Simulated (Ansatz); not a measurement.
The crystal is Cs2LiScF6 (Fm-3m).

```
Cs Li Sc F
1.0
     0.00000    4.39574    4.39574
     4.39574    0.00000    4.39574
     4.39574    4.39574    0.00000
Cs Li Sc F
2 1 1 6
Cartesian
  6.5936 6.5936 6.5936
  2.1979 2.1979 2.1979
  4.3957 4.3957 4.3957
  0.0000 0.0000 0.0000
  2.0631 4.3957 4.3957
  4.3957 4.3957 2.0631
  6.7284 4.3957 4.3957
  4.3957 2.0631 4.3957
  4.3957 6.7284 4.3957
  4.3957 4.3957 6.7284
```

The cell and positions are those that the Materials Project relaxed with its own functionals (PBE, PBE+U or r2SCAN), kept fixed. Spin-orbit coupling is left out unless a run names it.

Gaps computed with Ansatz 0.2.0 without a self-energy: PBEsol 6.65 eV, PBE 6.67 eV, PBE+SOC 6.60 eV, r2SCAN 7.30 eV, HSE06 9.04 eV, PBE0 9.83 eV and DDH-PBE0 11.99 eV. The mean ε∞ by PBE perturbation theory is 2.41.

What gap should G0W0 on PBE give (4×4×4 mesh, 931 empty bands, screening to 180 eV, PAW set soft_1 files)?

About 11.14 eV: on its mesh the run moves the gap from 6.69 eV by +4.47 eV, and the mesh misses the edges by 0.02 eV. Among the scalar-relativistic levels given, DDH-PBE0 is nearest (+0.85 eV). One-shot corrections scale roughly with one over ε∞, here 0.41. Spin-orbit coupling is not in that value; its −0.07 eV at the PBE level would bring it to about 11.07 eV. Bands and cutoff are finite, so the gap is not at the basis limit. The miss can reach some tenths of an eV and take either sign; the mesh is an error of its own. The many-body steps are scalar-relativistic: spin-orbit coupling is not in them.

[Paths, hosts, dates, memory and timing lines, banners, echoed tables and standing remarks are left out of the program output.]

[Logs are printed without paths, hosts, clocks, repeated set-up lines and the standing remarks that a program may print on its own settings, such as how far it seeks lower states.]

[Runs of the session that timed out or met a known fault of the program may be left out.]

[Cells called generated may have been cut or substituted from an entry of the Crystallography Open Database or the Materials Project.]

[Hosts, paths, dates, database ids (printed as entryN), source tags and the programs' standing remarks are cut or masked in the printed files.]
